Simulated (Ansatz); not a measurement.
**CaMn3S4: relaxing a made-up structure**

Starting from a made-up structure for CaMn3S4, the aim is the relaxed cell, its shortest contacts and, where a second run follows, its electronic structure.

Program: Ansatz 0.2.0. Level of theory: DFT, PBEsol, plane-wave PAW, files of the set soft_1, scalar-relativistic, ferromagnetic start, cell and ions relaxed at zero pressure; PAW set soft_1. Results are calculated unless marked as measured.

In doubt: warnings of the run leave room for a lower electronic state, so energies may not be the lowest and differences between runs may mislead.

## 1. Starting point

The structure is tetragonal, space group P4/mmm (No. 123). The conventional cell has a = 3.948 Å, b = 3.948 Å, c = 10.491 Å, α = 90.00°, β = 90.00°, γ = 90.00°. Nearest to Mn lie 6 S at 2.52 to 2.79 Å. Nearest to Mn lie 6 S at 2.47 to 2.79 Å. Nearest to Ca lie 6 S at 2.77 to 2.79 Å. S has 6 Mn at 2.52 to 2.79 Å nearest. Nearest to S lie 5 Mn at 2.47 to 2.79 Å and 1 Ca at 2.77 Å. Nearest to S lie 2 Mn at 2.72 Å and 4 Ca at 2.79 Å. Farther neighbours and most contacts between anions are not listed.

## 2. Relaxation of the guess

The guess takes its coordinates from another compound and its volume from a rule, so the cell and any free coordinates are relaxed together.

Input file input.yaml:

```yaml
crystal:
  lattice:
    - [3.948, 0.0, 0.0]
    - [0.0, 3.948, 0.0]
    - [0.0, 0.0, 10.491]
  atoms:
    - { symbol: Mn, position: [0.5, 0.5, 0.2594], spin: 4.0 }
    - { symbol: Mn, position: [0.0, 0.0, 0.5], spin: 4.0 }
    - { symbol: Mn, position: [0.5, 0.5, 0.7406], spin: 4.0 }
    - { symbol: Ca, position: [0.0, 0.0, 0.0] }
    - { symbol: S, position: [0.5, 0.5, 0.5] }
    - { symbol: S, position: [0.0, 0.0, 0.7356] }
    - { symbol: S, position: [0.5, 0.5, 0.0] }
    - { symbol: S, position: [0.0, 0.0, 0.2644] }
magnetization:
  spin_polarized: true
kpoints:
  mp_grid: { grid: [7, 7, 3] }
scf:
  occupations: { method: fermi_dirac, width: 0.05 }
hamiltonian:
  xc: pbesol
  pseudopotentials: { kind: paw, azcp: { folder: soft_1 }, xc_functional: pbe }
relax:
  f_tol: 0.015
  max_steps: 70
  cell: {}
output:
  forces: true
  stress: true
```

On the command line:

```sh
ansatz run input.yaml --threads 4 --pin off --max-ram 10240MiB --backend cpu --events-out ev --progress --plain --runs-dir out
```

Numbers of over 12 decimals in the logs are rounded to 6 here.

What it wrote:

```text
Engine: ansatz 0.2.0, aarch64-unknown-linux-gnu
Pseudopotentials: kind: paw
Pseudopotential: Mn, paw, valence charge 15, recommended cutoff 420 eV (normal), soft_1/Mn.paw.azcp
Pseudopotential: Ca, paw, valence charge 10, recommended cutoff 420 eV (normal), soft_1/Ca.paw.azcp
Pseudopotential: S, paw, valence charge 6, recommended cutoff 420 eV (normal), soft_1/S.paw.azcp
Functional definition: PBEsol
  exchange = pbesol_x
  correlation = pbesol_c
Crystal: 8 atoms, lattice volume = 163.520 Å³
Basis set: ecut = 420 eV, 3219 PW (Γ), exchange–correlation on 54×54×144 points (8 copies of the dense FFT grid, shifted against one another)
Bands: 55, of which v1, the nominal top of the filled ones, is band 40 counted from 1 (39 counted from 0)
Symmetry: 16 space group operations
Space group: P4/mmm (ITA 123), of the structure as read, at distance tolerance 5.5e-5 Å
Magnetic group: BNS 123.339 (UNI 999), of the structure as read, at distance tolerance 5.5e-5 Å
k-points: 20 of 147
Non-local potential: Mn, projectors of the file, l = 0: 3, l = 1: 2, l = 2: 3, l = 3: 1
Non-local potential: Ca, projectors of the file, l = 0: 3, l = 1: 2, l = 2: 2
Non-local potential: S, projectors of the file, l = 0: 2, l = 1: 2, l = 2: 1
PAW form: soft (Blöchl's): semilocal exchange-correlation on the pseudo side does not see the compensation charge
PAW frozen core: Mn, regenerated for the run's functional, and the local potential with it (the file was generated under x = pbe(κ = 0.804, μ = 0.219515), c = pbe(β = 0.066725))
PAW frozen core: Ca, regenerated for the run's functional, and the local potential with it (the file was generated under x = pbe(κ = 0.804, μ = 0.219515), c = pbe(β = 0.066725))
PAW frozen core: S, regenerated for the run's functional, and the local potential with it (the file was generated under x = pbe(κ = 0.804, μ = 0.219515), c = pbe(β = 0.066725))
PAW one-centre angular grid: Mn, 590 points (default); XC on 64 Gauss nodes
PAW one-centre angular grid: Ca, 110 points (default); XC on 64 Gauss nodes
PAW one-centre angular grid: S, 110 points (default); XC on 64 Gauss nodes
Initial density: superposition of atomic densities (chi_scale 0.1, normalization cell, long waves kept (reshape's long-wave potential 0.42 eV rms))
Starting moments: Σ|m| = 12 μB on 3 of 8 sites
Initial wavefunctions: pseudopotential atomic-orbital guess
Functional: x = pbesol(κ = 0.804, μ = 0.123457), c = pbesol(β = 0.046)
SCF iter   1: F=—  HF=-16946.070163 eV  |F-HF|=—  |Δ(HF+E_count)|=         —  Δρ=6.36e-2 (↑6.36e-2 ↓2.25e-2)  dr2=1.87e1  dr2_m=1.42e0  M=13.446 μB ∫|m|=13.483 μB  β_m=0.30  ethr=3.10e-3  ⟨swp⟩=11.2  Hψ=10895  notcnv=0  defer=3
Mixer restart at iter 1: flushing history
preconditioner: auto → Kerker (q_TF=auto, 2.417 Å⁻¹)  [metal: Δε(μ)=0.028 eV  Ē_g=6.349 eV  σ=0.050 eV  W_gap=0.14  n_scr=48 (ndim 8)  ℏωp=19.9 eV  f_vac=0.000  D(μ)=5.57/eV (n_scr^D=48)]
spin=Collinear: Kerker preconditioning applied to the charge; magnetization (m = ρ↑ − ρ↓) channel mixes plain (no charge-response kernel on spin).
SCF iter   2: F=—  HF=-16945.648711 eV  |F-HF|=—  |Δ(HF+E_count)|=   4.21e-1  Δρ=3.76e-2 (↑3.76e-2 ↓1.72e-2)  dr2=7.27e0  dr2_m=7.77e-1  M=13.888 μB ∫|m|=13.914 μB  β_m=0.49  ethr=3.10e-3  ⟨swp⟩=3.5  Hψ=4610  notcnv=0  defer=94
SCF iter   3: F=—  HF=-16945.595505 eV  |F-HF|=—  |Δ(HF+E_count)|=   5.32e-2  Δρ=1.44e-2 (↑1.44e-2 ↓8.63e-3)  dr2=1.66e0  dr2_m=1.46e-1  M=14.504 μB ∫|m|=14.512 μB  β_m=0.58  ethr=3.10e-3  ⟨swp⟩=3.5  Hψ=3939  notcnv=0  defer=102
SCF iter   4: F=—  HF=-16945.485580 eV  |F-HF|=—  |Δ(HF+E_count)|=   1.10e-1  Δρ=4.67e-3 (↑4.67e-3 ↓3.38e-3)  dr2=5.07e-1  dr2_m=2.04e-3  M=14.837 μB ∫|m|=14.838 μB  β_m=0.75  ethr=2.11e-3  ⟨swp⟩=2.9  Hψ=3083  notcnv=0  defer=120
SCF iter   5: F=—  HF=-16945.445789 eV  |F-HF|=—  |Δ(HF+E_count)|=   3.98e-2  Δρ=2.47e-3 (↑2.47e-3 ↓1.66e-3)  dr2=2.37e-1  dr2_m=1.33e-3  M=14.855 μB ∫|m|=14.855 μB  β_m=0.88  ethr=6.42e-4  ⟨swp⟩=2.4  Hψ=2918  notcnv=0  defer=164
SCF iter   6: F=—  HF=-16945.406350 eV  |F-HF|=—  |Δ(HF+E_count)|=         —  Δρ=3.52e-3 (↑3.52e-3 ↓2.08e-3)  dr2=7.37e-2  dr2_m=2.24e-3  M=14.862 μB ∫|m|=14.862 μB  β_m=0.88  ethr=3.00e-4  ⟨swp⟩=3.3  Hψ=3629  notcnv=0  defer=181
SCF iter   7: F=—  HF=-16945.397461 eV  |F-HF|=—  |Δ(HF+E_count)|=   8.89e-3  Δρ=2.65e-3 (↑2.65e-3 ↓1.39e-3)  dr2=4.00e-2  dr2_m=3.12e-3  M=14.850 μB ∫|m|=14.850 μB  β_m=0.73  ethr=9.33e-5  ⟨swp⟩=2.6  Hψ=4360  notcnv=0  defer=181
SCF iter   8: F=—  HF=-16945.394057 eV  |F-HF|=—  |Δ(HF+E_count)|=   3.40e-3  Δρ=1.03e-3 (↑6.77e-4 ↓1.03e-3)  dr2=2.29e-2  dr2_m=5.42e-4  M=14.855 μB ∫|m|=14.855 μB  β_m=0.86  ethr=5.06e-5  ⟨swp⟩=2.1  Hψ=3959  notcnv=0  defer=182
SCF iter   9: F=—  HF=-16945.389676 eV  |F-HF|=—  |Δ(HF+E_count)|=   4.38e-3  Δρ=2.87e-4 (↑1.88e-4 ↓2.87e-4)  dr2=3.25e-4  dr2_m=1.41e-5  M=14.853 μB ∫|m|=14.853 μB  β_m=0.93  ethr=2.90e-5  ⟨swp⟩=2.5  Hψ=3351  notcnv=0  defer=185
SCF iter  10: F=—  HF=-16945.390128 eV  |F-HF|=—  |Δ(HF+E_count)|=   4.52e-4  Δρ=9.22e-5 (↑9.22e-5 ↓7.18e-5)  dr2=1.65e-4  dr2_m=1.20e-6  M=14.856 μB ∫|m|=14.856 μB  β_m=0.97  ethr=4.12e-7  ⟨swp⟩=2.0  Hψ=3199  notcnv=0  defer=185
SCF iter  11: F=—  HF=-16945.390118 eV  |F-HF|=—  |Δ(HF+E_count)|=   1.05e-5  Δρ=4.48e-5 (↑4.48e-5 ↓3.57e-5)  dr2=1.40e-5  dr2_m=1.09e-7  M=14.856 μB ∫|m|=14.857 μB  β_m=0.98  ethr=2.08e-7  ⟨swp⟩=2.1  Hψ=2583  notcnv=0  defer=186
SCF iter  12: F=—  HF=-16945.390089 eV  |F-HF|=—  |Δ(HF+E_count)|=   2.85e-5  Δρ=1.25e-5 (↑1.25e-5 ↓8.78e-6)  dr2=9.24e-7  dr2_m=2.67e-8  M=14.856 μB ∫|m|=14.857 μB  β_m=0.99  ethr=1.78e-8  ⟨swp⟩=2.0  Hψ=3052  notcnv=0  defer=186
SCF iter  13: F=—  HF=-16945.390089 eV  |F-HF|=—  |Δ(HF+E_count)|=   1.77e-7  Δρ=1.41e-5 (↑1.41e-5 ↓7.96e-6)  dr2=6.63e-7  dr2_m=2.43e-8  M=14.856 μB ∫|m|=14.857 μB  β_m=0.82  ethr=1.17e-9  ⟨swp⟩=2.0  Hψ=3769  notcnv=0  defer=186
SCF iter  14: F=—  HF=-16945.390089 eV  |F-HF|=—  |Δ(HF+E_count)|=   1.71e-7  Δρ=1.96e-6 (↑1.96e-6 ↓1.85e-6)  dr2=3.77e-8  dr2_m=1.73e-9  M=14.856 μB ∫|m|=14.857 μB  β_m=0.90  ethr=8.39e-10  ⟨swp⟩=2.1  Hψ=3663  notcnv=0  defer=186
SCF iter  15: F=-16945.390089 eV  HF=-16945.390089 eV  |F-HF|=1.07e-8  |Δ(HF+E_count)|=   6.27e-9  Δρ=1.14e-6 (↑1.14e-6 ↓1.11e-6)  dr2=1.45e-8  dr2_m=1.37e-10  M=14.856 μB ∫|m|=14.857 μB  ethr=4.77e-11  ⟨swp⟩=2.5  Hψ=6731  notcnv=0
SCF 1 converged in 15 iterations: F = -16945.390089 eV  dr2 = 1.45e-8
  greatest PAW one-centre occupation: 1.000 electrons in one spin orbital (limit 2), on the Mn atom at site 1 (counted from 0), in its partial waves of l = 1
[...]
iter 1 solved again at ethr=2.47e-7 eV; its pass at ethr=3.10e-3 eV (dr2=1.95e-4 eV) is discarded
SCF iter   1: F=—  HF=-16945.963522 eV  |F-HF|=—  |Δ(HF+E_count)|=         —  Δρ=1.22e-4 (↑1.05e-4 ↓1.22e-4)  dr2=2.72e-5  dr2_m=1.13e-6  M=13.936 μB ∫|m|=13.944 μB  β_m=0.65  ethr=2.47e-7  ⟨swp⟩=4.0  Hψ=16926  notcnv=0
preconditioner: auto → Kerker (q_TF=auto, 2.070 Å⁻¹)  [metal: Δε(μ)=0.032 eV  Ē_g=9.818 eV  σ=0.050 eV  W_gap=0.16  n_scr=18 (ndim 8)  ℏωp=22.8 eV  f_vac=0.000  D(μ)=3.11/eV (n_scr^D=18)]
spin=Collinear: Kerker preconditioning applied to the charge; magnetization (m = ρ↑ − ρ↓) channel mixes plain (no charge-response kernel on spin).
SCF iter   2: F=—  HF=-16945.963530 eV  |F-HF|=—  |Δ(HF+E_count)|=   8.36e-6  Δρ=4.59e-5 (↑4.57e-5 ↓4.59e-5)  dr2=4.89e-6  dr2_m=9.30e-8  M=13.935 μB ∫|m|=13.944 μB  β_m=0.63  ethr=3.44e-8  ⟨swp⟩=2.5  Hψ=3692  notcnv=0
SCF iter   3: F=—  HF=-16945.963537 eV  |F-HF|=—  |Δ(HF+E_count)|=   6.50e-6  Δρ=1.87e-5 (↑1.15e-5 ↓1.87e-5)  dr2=9.32e-7  dr2_m=2.91e-8  M=13.935 μB ∫|m|=13.944 μB  β_m=0.61  ethr=6.19e-9  ⟨swp⟩=2.1  Hψ=2940  notcnv=0
SCF iter   4: F=—  HF=-16945.963539 eV  |F-HF|=—  |Δ(HF+E_count)|=   2.58e-6  Δρ=1.85e-5 (↑6.74e-6 ↓1.85e-5)  dr2=4.56e-7  dr2_m=1.52e-7  M=13.935 μB ∫|m|=13.943 μB  β_m=0.80  ethr=1.18e-9  ⟨swp⟩=2.3  Hψ=3378  notcnv=0
SCF iter   5: F=—  HF=-16945.963543 eV  |F-HF|=—  |Δ(HF+E_count)|=   3.28e-6  Δρ=1.16e-5 (↑1.15e-5 ↓1.16e-5)  dr2=1.40e-7  dr2_m=1.50e-7  M=13.934 μB ∫|m|=13.943 μB  β_m=0.90  ethr=5.78e-10  ⟨swp⟩=2.1  Hψ=3711  notcnv=0
SCF iter   6: F=—  HF=-16945.963543 eV  |F-HF|=—  |Δ(HF+E_count)|=   3.73e-7  Δρ=2.41e-6 (↑2.01e-6 ↓2.41e-6)  dr2=2.99e-8  dr2_m=4.05e-9  M=13.934 μB ∫|m|=13.943 μB  β_m=0.89  ethr=1.77e-10  ⟨swp⟩=2.1  Hψ=3218  notcnv=0
SCF iter   7: F=—  HF=-16945.963543 eV  |F-HF|=—  |Δ(HF+E_count)|=   5.16e-9  Δρ=2.11e-6 (↑2.11e-6 ↓1.46e-6)  dr2=2.12e-8  dr2_m=1.02e-9  M=13.934 μB ∫|m|=13.943 μB  β_m=0.75  ethr=3.78e-11  ⟨swp⟩=2.0  Hψ=3686  notcnv=0
SCF iter   8: F=—  HF=-16945.963543 eV  |F-HF|=—  |Δ(HF+E_count)|=   2.23e-9  Δρ=1.07e-6 (↑5.25e-7 ↓1.07e-6)  dr2=6.58e-9  dr2_m=2.39e-10  M=13.934 μB ∫|m|=13.943 μB  β_m=0.87  ethr=2.68e-11  ⟨swp⟩=2.0  Hψ=3222  notcnv=0
SCF iter   9: F=—  HF=-16945.963543 eV  |F-HF|=—  |Δ(HF+E_count)|=   1.07e-9  Δρ=1.87e-7 (↑1.87e-7 ↓1.51e-7)  dr2=3.31e-10  dr2_m=1.91e-11  M=13.934 μB ∫|m|=13.943 μB  β_m=0.92  ethr=8.33e-12  ⟨swp⟩=2.1  Hψ=3173  notcnv=0
SCF iter  10: F=—  HF=-16945.963543 eV  |F-HF|=—  |Δ(HF+E_count)|=  5.46e-11  Δρ=1.11e-7 (↑1.11e-7 ↓7.00e-8)  dr2=2.85e-11  dr2_m=5.67e-12  M=13.934 μB ∫|m|=13.943 μB  β_m=0.96  ethr=1.00e-12  ⟨swp⟩=1.6  Hψ=2578  notcnv=0
SCF iter  11: F=—  HF=-16945.963543 eV  |F-HF|=—  |Δ(HF+E_count)|=  1.46e-11  Δρ=7.52e-8 (↑2.77e-8 ↓7.52e-8)  dr2=2.11e-11  dr2_m=9.45e-13  M=13.934 μB ∫|m|=13.943 μB  β_m=0.98  ethr=1.00e-12  ⟨swp⟩=1.9  Hψ=2646  notcnv=0
SCF iter  12: F=—  HF=-16945.963543 eV  |F-HF|=—  |Δ(HF+E_count)|=  5.09e-11  Δρ=9.97e-8 (↑9.55e-8 ↓9.97e-8)  dr2=9.41e-11  dr2_m=8.68e-13  M=13.934 μB ∫|m|=13.943 μB  β_m=0.99  ethr=1.00e-12  ⟨swp⟩=1.0  Hψ=2200  notcnv=0
SCF iter  13: F=-16945.963543 eV  HF=-16945.963543 eV  |F-HF|=3.64e-12  |Δ(HF+E_count)|=  7.28e-12  Δρ=1.45e-8 (↑1.45e-8 ↓1.45e-8)  dr2=5.00e-13  dr2_m=2.10e-13  M=13.934 μB ∫|m|=13.943 μB  ethr=1.00e-12  ⟨swp⟩=2.9  Hψ=5820  notcnv=0
SCF 6 converged in 13 iterations: F = -16945.963543 eV  dr2 = 5.00e-13
relax step   6: F+E_penalty+E_count = -16945.96354290 eV  Δ(F+E_penalty+E_count) = +7.125e-3 eV  max|allowed force component| = 5.379e-3 eV/Å  Δτ_max = 0.0000 Å  P = -0.005 GPa  Ω = 140.852 Å³  stress off target by 1.98e-2 GPa  SCF on the basis re-selected at this cell (its energy is not comparable with the rows above)  (13 SCF iters)
basis re-selected at this cell: Δ(F+E_penalty+E_count) = +7.125e-3 eV, ΔP = -0.001 GPa vs the last step (what re-selecting the basis moved, of the pressure what is left beyond the Pulay correction that the steps carried, after the strain that the cell walked since its last selection, with what the two solves' SCF thresholds leave and, on support functions, any second-order correction that the steps lacked; it is no measure of the basis error at this ecutwfc). The dense FFT grid was sized anew with the basis: this SCF ran on 25×25×72 points, the steps before it on 27×27×72, so part of this shift can come from that change (see relax.cell in the input reference). [rest of the remark cut]
WARN: an SCF from ferrimagnetic starting moments (4.21, -4.18, 4.21, 0.00, 0.00, 0.00, 0.00, 0.00 Bohr magnetons, atom by atom) was not made, by what the run has read of turns of its moments that order reads lower: the deck asks for what bars it, or types moments that do (magnetization.spin_polarized, in the input reference, names some of the keys), or the run goes by scf.lower_state_search: light, the default, which as a rule tries one only behind a close that has lost an order of both signs, or on which an open d or half-filled 4f shell of a PAW file has lost a moment that was set nearer to Hund's than to what is left; [rest of the remark cut]
SCF converged after 13 iterations
Magnetization: 13.9339 μB (46.4669 up, 32.5331 down)
Absolute magnetization: 13.9431 μB (∫|ρ↑−ρ↓|, with the PAW one-centre terms)
Spin contamination: 0.1179 ħ² per cell (⟨S²⟩ above its minimum at these occupations)
Per-site moments (μB) at R_I (Å): [(4.089480, 1.040592), (4.000086, 0.998772), (4.089480, 1.040592), (0.0082184, 1.080344), (0.154834, 1.040592), (0.115398, 0.998772), (0.060786, 1.077041), (0.115398, 0.998772)]
Free energy (F): -16945.963543 eV
Harris-Foulkes:  -16945.963543 eV  (|F-HF|=3.64e-12)
Internal energy: -16945.937357 eV  (E = F + TS)
E sigma→0 (E₀):  -16945.950450 eV
Entropy (-TS):   -0.026186 eV (-3.273 meV/atom)
Fermi energy:    10.337409 eV
--- Per-component energies (eV) ---
  E_band       = -975.374246
  E_kinetic    = 1623.200996
  E_local      = -9115.994255  (includes V_loc(G=0)·N_el)
  E_nonlocal   = 1634.884430
  E_hartree    = 3481.362243
  E_xc         = -799.849259
  E_vxc        = -900.569385  (∫ρ·V_xc dr)
  E_paw        = -7120.991045  (= ΣΔE_a)
  E_vpaw       = -1179.620792  (= ΣTr[D̂ρ^β])
  E_aug_tail   = 0.000289  (compensation charges beyond the density's cutoff)
  E_ewald      = -6649.426300
  E_core_change = 0.875544  (= ΣΔE_core)
  E_smearing   = -0.026186  (= −TS)
  E_closure    = 0.000000  (closes the sum)
  Σ components = -16945.963543   (vs F -16945.963543, Δ=0.00e0)
--- Forces (eV/Å), atoms counted from 1 ---
  atom   1  Mn     0.00000000     0.00000000    -0.00237400
  atom   2  Mn    -0.00000000     0.00000000     0.00000000
  atom   3  Mn     0.00000000     0.00000000     0.00237400
  atom   4  Ca    -0.00000000     0.00000000     0.00000000
  atom   5  S      0.00000000     0.00000000     0.00000000
  atom   6  S      0.00000000     0.00000000    -0.00537886
  atom   7  S     -0.00000000     0.00000000     0.00000000
  atom   8  S      0.00000000     0.00000000     0.00537886
  max |Σ_I F_I| component: 1.18e-30 eV/Å
--- Stress (GPa, compression-positive) ---
        0.002005       0.000000       0.000000
        0.000000       0.002005       0.000000
        0.000000       0.000000      -0.019784
  P = ⅓ Tr σ = -0.0053 GPa (-0.053 kbar)
--- Relaxed structure (5 steps of the walk, 5 accepted, 1 SCFs on fresh bases) ---
  F+E_penalty+E_count = -16945.96354290 eV   max|allowed force component| = 5.379e-3 eV/Å   (the final SCF, on the basis selected at the relaxed cell)
  cell:  # Å, volume = 140.8519 Å³
    - [3.703847, 0, 0.0]
    - [0, 3.703847, 0.0]
    - [0.0, 0.0, 10.267311]
  atoms:
    - { symbol: Mn, position: [0.5, 0.500000, 0.254303] }
    - { symbol: Mn, position: [0, 0, 0.500000] }
    - { symbol: Mn, position: [0.5, 0.500000, 0.745697] }
    - { symbol: Ca, position: [0, 0, 0] }
    - { symbol: S, position: [0.5, 0.500000, 0.500000] }
    - { symbol: S, position: [0, 0, 0.735823] }
    - { symbol: S, position: [0.5, 0.500000, 0] }
    - { symbol: S, position: [0, 0, 0.264177] }
```

Run time: 49 s. Hardware: 4 threads of Arm Neoverse V1, shared host; peak memory 0.69 GiB; 3.1 min of CPU time.

The steps of the relaxation:

```
step  energy less that of the first step (eV)  largest force component (eV/Å)  pressure (GPa)  volume (Å³)
   1                                   0.0000                          0.0833           -6.90       163.52
   2                                  -0.5465                          0.2388           -1.14       144.19
   3                                  -0.5776                          0.0829            0.52       139.56
   4                                  -0.5805                          0.0071            0.00       140.83
   5                                  -0.5806                          0.0062            0.00       140.85
  6*                                  -0.5735                          0.0054           -0.01       140.85
```

Relaxation steps marked * repeat the geometry before them on a plane-wave basis chosen anew for their cell, so energy and pressure can jump there.

Forces are held to the 16 operations that the run works with; a distortion that breaks them can't arise in this run.

```
conventional cell, symmetrised  before   after   change
                         a (Å)   3.948   3.704   -6.2 %
                         b (Å)   3.948   3.704   -6.2 %
                         c (Å)  10.491  10.267   -2.1 %
              volume (Å³/atom)   20.44   17.61  -13.9 %
```

The atoms that moved most (Å, as changes of fractional coordinates times the final cell):

```
atom     dx     dy      dz  length
 Mn1  0.000  0.000  -0.052   0.052
 Mn3  0.000  0.000   0.052   0.052
```

Final coordinates:

```
Mn Ca S
1.0
     3.70385    0.00000    0.00000
     0.00000    3.70385    0.00000
     0.00000    0.00000   10.26731
Mn Ca S
3 1 4
Direct
  0.50000 0.50000 0.25430
  0.00000 0.00000 0.50000
  0.50000 0.50000 0.74570
  0.00000 0.00000 0.00000
  0.50000 0.50000 0.50000
  0.00000 0.00000 0.73582
  0.50000 0.50000 0.00000
  0.00000 0.00000 0.26418
```

Numbers from this step:

* free energy: -16945.9635 eV
* energy at zero smearing: -16945.9505 eV
* smearing term TS: 0.02619 eV
* Fermi energy: 10.34 eV
* magnetization: 13.93 μB
* absolute magnetization: 13.94 μB
* site moments: 4.089, 4.000, 4.089, 0.008218, 0.1548, 0.1154, 0.06079, 0.1154 μB
* electrons: 79
* symmetry operations: 16
* pressure: -0.005258 GPa

Site moment by atom:

```csv
atom,site moment (μB)
Mn1,4.09
Mn2,4.00
Mn3,4.09
Ca4,0.01
S5,0.15
S6,0.12
S7,0.06
S8,0.12
```

Shortest distances by pair of elements, guess and relaxed (not always the same contact):

```
 pair  guess (Å)  relaxed (Å)
 Mn–S      2.472        2.421
 Ca–S      2.774        2.619
  S–S      3.729        3.567
Mn–Mn      3.764        3.636
Ca–Mn      3.899        3.698
```

The relaxation ends with a largest force component of 0.0054 eV/Å and a pressure of -0.01 GPa.

## 3. Outcome

- space group, relaxed: P4/mmm
- conventional cell: a = 3.704, b = 3.704, c = 10.267 Å; α = 90.0°, β = 90.0°, γ = 90.0°
- volume per atom: 17.61 Å³ (guess 20.44)
- total moment: 13.93 μB in the cell of 8 atoms

What this shows: CaMn3S4 relaxes to P4/mmm with a = 3.704, b = 3.704 and c = 10.267 Å. The guessed volume was 16 % too large. The space group P4/mmm was held in the relaxation, so the end point is a stationary structure within it and may be a saddle against distortions or other arrangements. The input starts from parallel moments, and no other start was typed. The electronic state may lie above the lowest one. Mesh and cutoff weren't tested. No dispersion term is used, so weakly bound directions may come out too long. The program estimates, without running it, that another magnetic order lies lower than the one relaxed here. Nothing here tests whether the compound is stable against decomposition.

[Logs are printed without paths, hosts, clocks, repeated set-up lines and the standing remarks that a program may print on its own settings, such as how far it seeks lower states.]

[Hosts, paths, dates, database ids (printed as entryN), source tags and the programs' standing remarks are cut or masked in the printed files.]
